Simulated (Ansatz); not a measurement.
# Au(111) with 4 thermally displaced layers, 2x2: scattering by thermal displacements, part 2 of 2

Wanted: the phonon-limited resistivity of Au at 80 K by the Landauer route. The measured value for the pure metal at this temperature is 0.481 µΩ cm (CRC Handbook of Chemistry and Physics, 84th ed., 2003, Electrical Resistivity of Pure Metals).

Ansatz 0.2.0; Ansatz plane-wave DFT, PBE, PAW files; ballistic transport by layer matching (Landauer), zero bias; PAW set soft_1.

So far. Step 2 (With 4 displaced layers): Over the solved energies the transmission per spin lies between 3.18 and 3.18, out of 3.21 channels of the lead on average (up to 3.21).

### Step 3. With 8 displaced layers

Each atom of 8 layers is moved at random, by amounts drawn from a normal law 0.0492 Å wide in each direction from the Debye model (165 K) at 80 K. A fresh draw is used; the growth of the resistance with length is what counts.

System of this step: Au(111) with 8 thermally displaced layers, 2x2. The cell holds 56 atoms: 56 Au. Cell: a = 5.768 Å, b = 5.768 Å, c = 33.006 Å, α = 87.5°, β = 92.5°, γ = 120.0°. It derives from Au. Regions: lead, 24 atoms (24 Au); scattering region, 32 atoms (32 Au). The structure is stacked along c, and the current runs across the ab planes.

input.yaml reads:

```yaml
crystal:
  lattice:
    - [5.7675164607, 0.0, 0.0]
    - [-2.8837582304, 4.9948157718, 0.0]
    - [-1.4418791152, 0.8324692953, 32.9641022945]
  atoms:
    - { symbol: Au, position: [0.005952381, 0.994047619, 0.0357142857] }
    - { symbol: Au, position: [0.005952381, 0.494047619, 0.0357142857] }
    - { symbol: Au, position: [0.505952381, 0.994047619, 0.0357142857] }
    - { symbol: Au, position: [0.505952381, 0.494047619, 0.0357142857] }
    - { symbol: Au, position: [0.1845238095, 0.3154761905, 0.1071428571] }
    - { symbol: Au, position: [0.1845238095, 0.8154761905, 0.1071428571] }
    - { symbol: Au, position: [0.6845238095, 0.3154761905, 0.1071428571] }
    - { symbol: Au, position: [0.6845238095, 0.8154761905, 0.1071428571] }
    - { symbol: Au, position: [0.3630952381, 0.1369047619, 0.1785714286] }
    - { symbol: Au, position: [0.3630952381, 0.6369047619, 0.1785714286] }
    - { symbol: Au, position: [0.8630952381, 0.1369047619, 0.1785714286] }
    - { symbol: Au, position: [0.8630952381, 0.6369047619, 0.1785714286] }
    - { symbol: Au, position: [0.0413226473, 0.9638561527, 0.2494330515] }
    - { symbol: Au, position: [0.0500946703, 0.4681108357, 0.249188435] }
    - { symbol: Au, position: [0.5604142128, 0.9740295511, 0.2516094364] }
    - { symbol: Au, position: [0.5575607408, 0.4685693468, 0.2533627273] }
    - { symbol: Au, position: [0.2219827135, 0.2796324936, 0.322328128] }
    - { symbol: Au, position: [0.2046321628, 0.7646922517, 0.3201130243] }
    - { symbol: Au, position: [0.7253605163, 0.2848003935, 0.3191370363] }
    - { symbol: Au, position: [0.7025791224, 0.7766966636, 0.3211480783] }
    - { symbol: Au, position: [0.4019998944, 0.1074936504, 0.3946899939] }
    - { symbol: Au, position: [0.4035211471, 0.6074937786, 0.3912236096] }
    - { symbol: Au, position: [0.8901096354, 0.1033506928, 0.3938485121] }
    - { symbol: Au, position: [0.9081129402, 0.6068302769, 0.3940267666] }
    - { symbol: Au, position: [0.075478162, 0.9055536738, 0.4631906792] }
    - { symbol: Au, position: [0.0838219384, 0.428868361, 0.4620303733] }
    - { symbol: Au, position: [0.5851634845, 0.918357123, 0.4639390443] }
    - { symbol: Au, position: [0.5830485243, 0.4303544437, 0.462148168] }
    - { symbol: Au, position: [0.2645800369, 0.2450000841, 0.5345645892] }
    - { symbol: Au, position: [0.2426864285, 0.7226920072, 0.534748339] }
    - { symbol: Au, position: [0.753931773, 0.2371495229, 0.5352250426] }
    - { symbol: Au, position: [0.7551930966, 0.7442701436, 0.5372366026] }
    - { symbol: Au, position: [0.4331659632, 0.0627832585, 0.6079462662] }
    - { symbol: Au, position: [0.4506671914, 0.5619748128, 0.6079078174] }
    - { symbol: Au, position: [0.9278637288, 0.0785568303, 0.6081263517] }
    - { symbol: Au, position: [0.9453357982, 0.5651540556, 0.6055874597] }
    - { symbol: Au, position: [0.1241423097, 0.8945378102, 0.6772782084] }
    - { symbol: Au, position: [0.1027066411, 0.3913684624, 0.6783157912] }
    - { symbol: Au, position: [0.6322089324, 0.8809897367, 0.6777830586] }
    - { symbol: Au, position: [0.6037348617, 0.3707355575, 0.6772453228] }
    - { symbol: Au, position: [0.3048867427, 0.2071913404, 0.7490925662] }
    - { symbol: Au, position: [0.2838446172, 0.7138837537, 0.750981875] }
    - { symbol: Au, position: [0.7920132745, 0.2044262229, 0.7504557211] }
    - { symbol: Au, position: [0.7917231678, 0.7014762455, 0.7509282317] }
    - { symbol: Au, position: [0.4702380952, 0.0297619048, 0.8214285714] }
    - { symbol: Au, position: [0.4702380952, 0.5297619048, 0.8214285714] }
    - { symbol: Au, position: [0.9702380952, 0.0297619048, 0.8214285714] }
    - { symbol: Au, position: [0.9702380952, 0.5297619048, 0.8214285714] }
    - { symbol: Au, position: [0.1488095238, 0.8511904762, 0.8928571429] }
    - { symbol: Au, position: [0.1488095238, 0.3511904762, 0.8928571429] }
    - { symbol: Au, position: [0.6488095238, 0.8511904762, 0.8928571429] }
    - { symbol: Au, position: [0.6488095238, 0.3511904762, 0.8928571429] }
    - { symbol: Au, position: [0.3273809524, 0.1726190476, 0.9642857143] }
    - { symbol: Au, position: [0.3273809524, 0.6726190476, 0.9642857143] }
    - { symbol: Au, position: [0.8273809524, 0.1726190476, 0.9642857143] }
    - { symbol: Au, position: [0.8273809524, 0.6726190476, 0.9642857143] }
kpoints:
  mp_grid: { grid: [5, 5, 1] }
hamiltonian:
  xc: pbe
  pseudopotentials: { kind: paw, azcp: { folder: soft_1 } }
scf:
  occupations: { method: fermi_dirac, width: 0.1 }
output:
  transmission:
    leads: [[0, 4]]
    kmesh: [10, 10]
    e_range: [-0.05, 0.05]
    de: 0.05
  write_potential: true
  write_density: true
  volumetric_format: npy
```

Run with:

```sh
ansatz run input.yaml --threads 4 --pin off --max-ram 15360MiB --backend cpu --events-out ev --progress --plain --runs-dir out
```

Numbers of over 12 decimals in the logs are rounded to 6 here.

Log:

```text
[...]
Crystal: 56 atoms, lattice volume = 949.619 Å³
Basis set: ecut = 420 eV, 18659 PW (Γ)
Bands: 639, of which v1, the nominal top of the filled ones, is band 532 counted from 1 (531 counted from 0)
Symmetry: 1 space group operations
[...]
k-points: 13 of 25 (time reversal used)
[...]
SCF iter   1: F=—  HF=-736479.286757 eV  |F-HF|=—  |Δ(HF+E_count)|=         —  Δρ=6.75e-2  dr2=4.76e1  ethr=3.10e-3  ⟨swp⟩=4.0  Hψ=24732  notcnv=0  defer=150
[...]
SCF iter  10: F=-736465.317992 eV  HF=-736465.317992 eV  |F-HF|=3.49e-8  |Δ(HF+E_count)|=   4.31e-9  Δρ=8.62e-7  dr2=3.70e-8  ethr=9.40e-12  ⟨swp⟩=8.8  Hψ=31812  notcnv=0
SCF 1 converged in 10 iterations: F = -736465.317992 eV  dr2 = 3.70e-8
[...]
transmission: 230 of 2288 steps passed
transmission: 458 of 2288 steps passed
[...]
transmission: 2288 of 2288 steps passed
SCF converged after 10 iterations
Free energy (F): -736465.317992 eV
[...]
Internal energy: -736464.652982 eV  (E = F + TS)
E sigma→0 (E₀):  -736464.985487 eV
Entropy (-TS):   -0.665010 eV (-11.875 meV/atom)
Fermi energy:    20.726406 eV
[...]
--- Band table (eV; the first three rows and the last of 13) ---
  k-point 0: bands = [... 528 lower, 20.8530, 21.1795, 21.2017, 21.4146, 21.4256, 21.4527, 21.4838, 21.6111, ... 103 higher]
  k-point 1: bands = [... 528 lower, 20.3900, 20.4930, 20.6035, 20.6954, 20.7620, 20.7782, 20.8426, 20.9122, ... 103 higher]
  k-point 2: bands = [... 528 lower, 20.5027, 20.5435, 20.5639, 20.6402, 20.7312, 20.7682, 20.8562, 21.0058, ... 103 higher]
  k-point 12: bands = [... 528 lower, 19.9284, 19.9353, 20.1510, 20.8107, 20.9784, 21.1634, 21.2147, 21.2922, ... 103 higher]
--- Transmission ---
  basis      : 253 plane waves across, 44 finite elements along
  points     : 52, standing for a mesh of 10 x 10
[...]
channels       : 3.210000e0 a spin
[...]
junction   : crystal 0 to crystal 0, 0.70 to 31.31 Å
    transmission   : 3.159370e0 a spin
[...]
```

Elapsed: 12 min, on 4 threads of Intel Xeon Platinum 8488C (Sapphire Rapids), shared host; peak memory 8.1 GiB; 45 min of CPU time.

This step gave:

```yaml
free_energy: -736465.3180 eV
energy_at_zero_smearing: -736464.9855 eV
transmission_per_spin_nearest_the_fermi_level: 3.159
step_of_the_lead_s_potential: 2.7 meV
```

Per spin. Table of transmission, zone mean by energy, zero at the Fermi level:

| energy (eV) | transmission, zone mean |
| --- | --- |
| -0.0500 | 3.15 |
| 0.0000 | 3.16 |
| 0.0500 | 3.16 |

Over the solved energies the transmission per spin lies between 3.15 and 3.16, out of 3.21 channels of the lead on average (up to 3.21).

### Step 4. With 12 displaced layers

Each atom of 12 layers is moved at random, by amounts drawn from a normal law 0.0492 Å wide in each direction from the Debye model (165 K) at 80 K. A fresh draw is used; the growth of the resistance with length is what counts.

System of this step: Au(111) with 12 thermally displaced layers, 2x2. The cell holds 72 atoms: 72 Au. Its edges and angles: a = 5.768 Å, b = 5.768 Å, c = 42.382 Å, α = 90.0°, β = 90.0°, γ = 120.0°. It derives from Au. Regions: lead, 24 atoms (24 Au); scattering region, 48 atoms (48 Au). The structure is stacked along c, and the current runs across the ab planes.

input.yaml reads:

```yaml
crystal:
  lattice:
    - [5.7675164607, 0.0, 0.0]
    - [-2.8837582304, 4.9948157718, 0.0]
    - [0.0, 0.0, 42.3824172358]
  atoms:
    - { symbol: Au, position: [0.0, 0.0, 0.0277777778] }
    - { symbol: Au, position: [0.0, 0.5, 0.0277777778] }
    - { symbol: Au, position: [0.5, 0.0, 0.0277777778] }
    - { symbol: Au, position: [0.5, 0.5, 0.0277777778] }
    - { symbol: Au, position: [0.1666666667, 0.3333333333, 0.0833333333] }
    - { symbol: Au, position: [0.1666666667, 0.8333333333, 0.0833333333] }
    - { symbol: Au, position: [0.6666666667, 0.3333333333, 0.0833333333] }
    - { symbol: Au, position: [0.6666666667, 0.8333333333, 0.0833333333] }
    - { symbol: Au, position: [0.3333333333, 0.1666666667, 0.1388888889] }
    - { symbol: Au, position: [0.3333333333, 0.6666666667, 0.1388888889] }
    - { symbol: Au, position: [0.8333333333, 0.1666666667, 0.1388888889] }
    - { symbol: Au, position: [0.8333333333, 0.6666666667, 0.1388888889] }
    - { symbol: Au, position: [0.9756225723, 0.9873112968, 0.194091875] }
    - { symbol: Au, position: [0.9933447092, 0.4885392935, 0.1948257895] }
    - { symbol: Au, position: [0.5112188551, 0.0044399678, 0.1947049172] }
    - { symbol: Au, position: [0.5090512146, 0.5039812316, 0.1931191833] }
    - { symbol: Au, position: [0.1712955273, 0.3460446969, 0.2486804214] }
    - { symbol: Au, position: [0.1652825403, 0.8295029388, 0.2489582322] }
    - { symbol: Au, position: [0.6585407577, 0.3343277493, 0.2503658322] }
    - { symbol: Au, position: [0.6621838349, 0.819098997, 0.2496650363] }
    - { symbol: Au, position: [0.3409405528, 0.1759866997, 0.3063357214] }
    - { symbol: Au, position: [0.3458226705, 0.6774664844, 0.3065113741] }
    - { symbol: Au, position: [0.82666952, 0.1672379993, 0.3047282549] }
    - { symbol: Au, position: [0.8047586077, 0.6501205999, 0.3079788764] }
    - { symbol: Au, position: [0.9794400053, 0.977929543, 0.3604326362] }
    - { symbol: Au, position: [0.0127389718, 0.4995574525, 0.361584522] }
    - { symbol: Au, position: [0.4972859516, 0.9991807235, 0.3625805289] }
    - { symbol: Au, position: [0.5063611896, 0.4991509708, 0.3621454651] }
    - { symbol: Au, position: [0.1747476305, 0.3311759422, 0.4169798701] }
    - { symbol: Au, position: [0.1655438042, 0.8267548669, 0.4180017833] }
    - { symbol: Au, position: [0.6621936617, 0.327235501, 0.4147226028] }
    - { symbol: Au, position: [0.6633871745, 0.8483490508, 0.4153440974] }
    - { symbol: Au, position: [0.3351881926, 0.1630526133, 0.4728154053] }
    - { symbol: Au, position: [0.3346470875, 0.6590251994, 0.4718836344] }
    - { symbol: Au, position: [0.8347441121, 0.1677942334, 0.4721891484] }
    - { symbol: Au, position: [0.8337606181, 0.6728623429, 0.4737501713] }
    - { symbol: Au, position: [0.0009648859, 0.9927143338, 0.5282371115] }
    - { symbol: Au, position: [0.0027929561, 0.5045441058, 0.5299179506] }
    - { symbol: Au, position: [0.4981194713, 0.9998867788, 0.5267492153] }
    - { symbol: Au, position: [0.4947355036, 0.4943974894, 0.5296337168] }
    - { symbol: Au, position: [0.1664431239, 0.3277035795, 0.5855716795] }
    - { symbol: Au, position: [0.159583454, 0.8418112812, 0.5845122619] }
    - { symbol: Au, position: [0.6702741225, 0.3307626455, 0.5831832243] }
    - { symbol: Au, position: [0.6676076887, 0.8410711648, 0.5806315876] }
    - { symbol: Au, position: [0.3297229161, 0.1681623506, 0.6382146883] }
    - { symbol: Au, position: [0.3166434987, 0.6642763479, 0.638012832] }
    - { symbol: Au, position: [0.8470332549, 0.1804222044, 0.6389693758] }
    - { symbol: Au, position: [0.8158795927, 0.6647354295, 0.6378168234] }
    - { symbol: Au, position: [0.0141391231, 0.0166500981, 0.6948126864] }
    - { symbol: Au, position: [0.0248045473, 0.5149087389, 0.6952524772] }
    - { symbol: Au, position: [0.4936946295, 0.0020562175, 0.6928908728] }
    - { symbol: Au, position: [0.5109866326, 0.5023499983, 0.6961832556] }
    - { symbol: Au, position: [0.1613687538, 0.3155726721, 0.7509137696] }
    - { symbol: Au, position: [0.1847311011, 0.8511425899, 0.7490419969] }
    - { symbol: Au, position: [0.6610972849, 0.3354192847, 0.748946033] }
    - { symbol: Au, position: [0.6514778341, 0.8239563235, 0.7531666629] }
    - { symbol: Au, position: [0.3246904666, 0.1578957271, 0.8051706442] }
    - { symbol: Au, position: [0.3411702787, 0.6804212785, 0.8067737348] }
    - { symbol: Au, position: [0.8416632283, 0.1681153116, 0.8058561044] }
    - { symbol: Au, position: [0.8218508564, 0.6528437312, 0.8080373804] }
    - { symbol: Au, position: [0.0, 0.0, 0.8611111111] }
    - { symbol: Au, position: [0.0, 0.5, 0.8611111111] }
    - { symbol: Au, position: [0.5, 0.0, 0.8611111111] }
    - { symbol: Au, position: [0.5, 0.5, 0.8611111111] }
    - { symbol: Au, position: [0.1666666667, 0.3333333333, 0.9166666667] }
    - { symbol: Au, position: [0.1666666667, 0.8333333333, 0.9166666667] }
    - { symbol: Au, position: [0.6666666667, 0.3333333333, 0.9166666667] }
    - { symbol: Au, position: [0.6666666667, 0.8333333333, 0.9166666667] }
    - { symbol: Au, position: [0.3333333333, 0.1666666667, 0.9722222222] }
    - { symbol: Au, position: [0.3333333333, 0.6666666667, 0.9722222222] }
    - { symbol: Au, position: [0.8333333333, 0.1666666667, 0.9722222222] }
    - { symbol: Au, position: [0.8333333333, 0.6666666667, 0.9722222222] }
kpoints:
  mp_grid: { grid: [5, 5, 1] }
hamiltonian:
  xc: pbe
  pseudopotentials: { kind: paw, azcp: { folder: soft_1 } }
scf:
  occupations: { method: fermi_dirac, width: 0.1 }
output:
  transmission:
    leads: [[0, 4]]
    kmesh: [10, 10]
    e_range: [-0.05, 0.05]
    de: 0.05
  write_potential: true
  write_density: true
  volumetric_format: npy
```

Log:

```text
[...]
Crystal: 72 atoms, lattice volume = 1220.939 Å³
Basis set: ecut = 420 eV, 23937 PW (Γ)
Bands: 821, of which v1, the nominal top of the filled ones, is band 684 counted from 1 (683 counted from 0)
Symmetry: 1 space group operations
[...]
k-points: 13 of 25 (time reversal used)
[...]
SCF iter   1: F=—  HF=-946901.526034 eV  |F-HF|=—  |Δ(HF+E_count)|=         —  Δρ=6.75e-2  dr2=6.11e1  ethr=3.10e-3  ⟨swp⟩=4.0  Hψ=31715  notcnv=0  defer=233
[...]
SCF iter  10: F=-946883.609403 eV  HF=-946883.609403 eV  |F-HF|=9.45e-8  |Δ(HF+E_count)|=   2.12e-8  Δρ=8.96e-7  dr2=9.90e-8  ethr=7.31e-12  ⟨swp⟩=7.7  Hψ=41185  notcnv=0
SCF 1 converged in 10 iterations: F = -946883.609403 eV  dr2 = 9.90e-8
[...]
transmission: 278 of 2756 steps passed
transmission: 552 of 2756 steps passed
[...]
transmission: 2756 of 2756 steps passed
SCF converged after 10 iterations
Free energy (F): -946883.609403 eV
[...]
Internal energy: -946882.810351 eV  (E = F + TS)
E sigma→0 (E₀):  -946883.209877 eV
Entropy (-TS):   -0.799052 eV (-11.098 meV/atom)
Fermi energy:    20.709472 eV
[...]
--- Band table (eV; the first three rows and the last of 13) ---
  k-point 0: bands = [... 680 lower, 20.9107, 21.3340, 21.3561, 21.3646, 21.3700, 21.3845, 21.3934, 21.5969, ... 133 higher]
  k-point 1: bands = [... 680 lower, 20.4299, 20.5489, 20.5761, 20.6939, 20.7192, 20.8008, 20.8287, 20.9206, ... 133 higher]
  k-point 2: bands = [... 680 lower, 20.4968, 20.5323, 20.5724, 20.6119, 20.7394, 20.7576, 20.7735, 20.8034, ... 133 higher]
  k-point 12: bands = [... 680 lower, 19.9369, 20.3465, 20.3507, 20.7427, 20.7671, 21.0256, 21.0293, 21.4730, ... 133 higher]
--- Transmission ---
  basis      : 253 plane waves across, 53 finite elements along
  points     : 52, standing for a mesh of 10 x 10
[...]
channels       : 3.210000e0 a spin
[...]
junction   : crystal 0 to crystal 0, 0.70 to 40.73 Å
    transmission   : 3.091173e0 a spin
[...]
```

Elapsed: 18 min, on 4 threads; peak memory 9.9 GiB; 70 min of CPU time.

Numbers from this step:

```
free energy                                   : -946883.6094 eV
energy at zero smearing                       : -946883.2099 eV
Fermi energy                                  : 20.71 eV
transmission per spin nearest the Fermi level : 3.091
step of the lead's potential                  : 3.8 meV
```

Per spin. Transmission, zone mean against energy, zero at the Fermi level:

| energy (eV) | transmission, zone mean |
| --- | --- |
| -0.0500 | 3.08 |
| 0.0000 | 3.09 |
| 0.0500 | 3.08 |

Over the solved energies the transmission per spin lies between 3.08 and 3.09, out of 3.21 channels of the lead on average (up to 3.21).

### Step 5. Resistance against length

This step: Ansatz plane-wave DFT, PBE, PAW files; ballistic transport by layer matching (Landauer), zero bias; resistivity from the slope of the area resistance; PAW set soft_1 (Ansatz 0.2.0).

Numbers from this step:

```
resistivity           : 1.897 µΩ cm
intercept             : -0.01025 fΩ m²
scatter about the fit : 0.004114 fΩ m²
```

Resistance, by row:

| run | length (Å) | T | channels N | RA (fΩ m²) |
| --- | --- | --- | --- | --- |
| n4 | 9.418 | 3.181 | 3.21 | 0.01052 |
| n8 | 18.84 | 3.156 | 3.21 | 0.01966 |
| n12 | 28.25 | 3.087 | 3.21 | 0.04625 |

Area resistance against length of the displaced region:

| length of the displaced region (Å) | area resistance (fΩ m²) |
| --- | --- |
| 9.42 | 0.0105 |
| 18.84 | 0.0197 |
| 28.25 | 0.0463 |

The area resistance goes from 0.011 to 0.046 fΩ m² between 9.4 and 28.3 Å, a slope of 1.9 µΩ cm.

By hand from the end points: (0.04625 − 0.01052) fΩ m² / (28.25 − 9.42) Å = 1.9 µΩ cm, since 1 fΩ m² per Å is 1000 µΩ cm.

### Step 6. Summary of results

| Quantity | Value |
| --- | --- |
| resistivity from the slope | 1.90 µΩ cm |
| area resistance over 9.42 Å | 0.0105 fΩ m² |
| area resistance over 18.8 Å | 0.0197 fΩ m² |
| area resistance over 28.3 Å | 0.0463 fΩ m² |

In words: The slope gives 1.9 µΩ cm. The points scatter by 0.0041 fΩ m² about the line, with one random draw a length in a 2x2 cell, so the slope is a rough value. The mean square of the displacements drawn is 0.78, 0.91 and 1.0 of the nominal one at the three lengths; with each resistance scaled back by that, the slope is 1.7 µΩ cm, the value used below. Read with a model of isotropic scattering on a spherical Fermi surface and the lead's 0.86×10¹⁵ S/m², this slope means a mean free path near 647 Å; over these lengths the model's slope is 1.25 times its bulk resistivity, which would be 1.3 µΩ cm. Uncorrelated displacements put too much weight on short waves, which scatter strongly; with the sideways repeat of a small cell, one draw and three short lengths, the method is good to a factor of two or three. The measured value is 0.481 µΩ cm (CRC Handbook of Chemistry and Physics, 84th ed., 2003, Electrical Resistivity of Pure Metals); the scaled slope is 3.5 times that and the corrected value 2.8: clearly high. Spin-orbit coupling is left out, which matters for Au.

[Logs are printed without paths, hosts, clocks, repeated set-up lines and the standing remarks that a program may print on its own settings, such as how far it seeks lower states.]

[Hosts, paths, dates, database ids (printed as entryN), source tags and the programs' standing remarks are cut or masked in the printed files.]
